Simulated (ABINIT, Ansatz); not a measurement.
Computed results, one entry a study.

```json
{"subject": "How the form of the self-energy moves the gap of ZnSe (Stilleite)", "lattice_ang": [[-0.0, 2.8338, 2.8338], [2.8338, -0.0, 2.8338], [2.8338, 2.8338, 0.0]], "atoms": [["Zn", 0.0, 0.0, 0.0], ["Se", 0.25, 0.25, 0.25]], "method": "RPA screening on PBE, plane waves, norm-conserving pseudopotentials (and 4 further levels or steps)", "program": "ABINIT 10.8.3", "settings": "cutoff 39 Ha, PseudoDojo scalar-relativistic 0.4.1 standard, norm-conserving, ngkpt (4, 4, 4), nband 60, ecuteps 4.2 Ha, inclvkb 2, shiftk (0, 0, 0), symchi 1, awtr 1, frequency ppm, 4×4×4 k-mesh", "cost": "7 runs, 2.8 min in all on 4 MPI ranks of Arm Neoverse N1, shared host", "notes": "The cell and positions come from the Crystallography Open Database and are kept as given unless a step says otherwise. Limits: no spin-orbit coupling. Static COHSEX lies above G0W0: it lacks the factor Z and overstates the Coulomb hole of the filled states. The 4×4×4 mesh is coarse for this cell, which bears on the long-range parts of exchange and screening. The norm-conserving file of at least one element keeps a d shell over frozen s and p shells of the same row. Exchange with those shells is missing from the self-energy, an error of 0.3 to 0.9 eV in cases checked, whose sign depends on which edge lies on those atoms.", "results": {"g0w0_godby_needs_plasmon_pole": "2.572 eV", "g0w0_hybertsen_louie_plasmon_pole": "2.518 eV", "g0w0_von_der_linden_horsch_plasmon_pole": "2.508 eV", "one_shot_cohsex": "2.844 eV", "one_shot_hartree_fock": "8.895 eV", "known_limits": "short of the basis limit; exchange with frozen shells missing; no spin-orbit coupling; coarse k mesh"}}
```

[Long decimals in the printed logs are rounded to 6 places.]

[Logs are printed without paths, hosts, clocks, repeated set-up lines and the standing remarks that a program may print on its own settings, such as how far it seeks lower states.]

[Paths, hosts, dates, memory and timing lines, banners, echoed tables and standing remarks are left out of the program output; an Ansatz launch command may be rebuilt from the run's recorded settings. Measured values are a selection of at most five: reports struck by readers or far from the other reports are left out. None is set beside runs whose start may be inverted or whose files or cutoffs have a known fault.]

[Runs of the session that timed out or met a known fault of the program may be left out.]

[Hosts, paths, dates, database ids (printed as entryN), source tags and the programs' standing remarks are cut or masked in the printed files.]

[G0W0 gaps are taken among the corrected bands and points alone; a level outside them can change the order at an edge.]

[Where Ansatz stands beside ABINIT at settings called matched, ABINIT's density can come from a denser mesh and the files from another edition; pairs whose starting gaps differed by over 0.03 eV were left out, so agreement reads better than it is.]
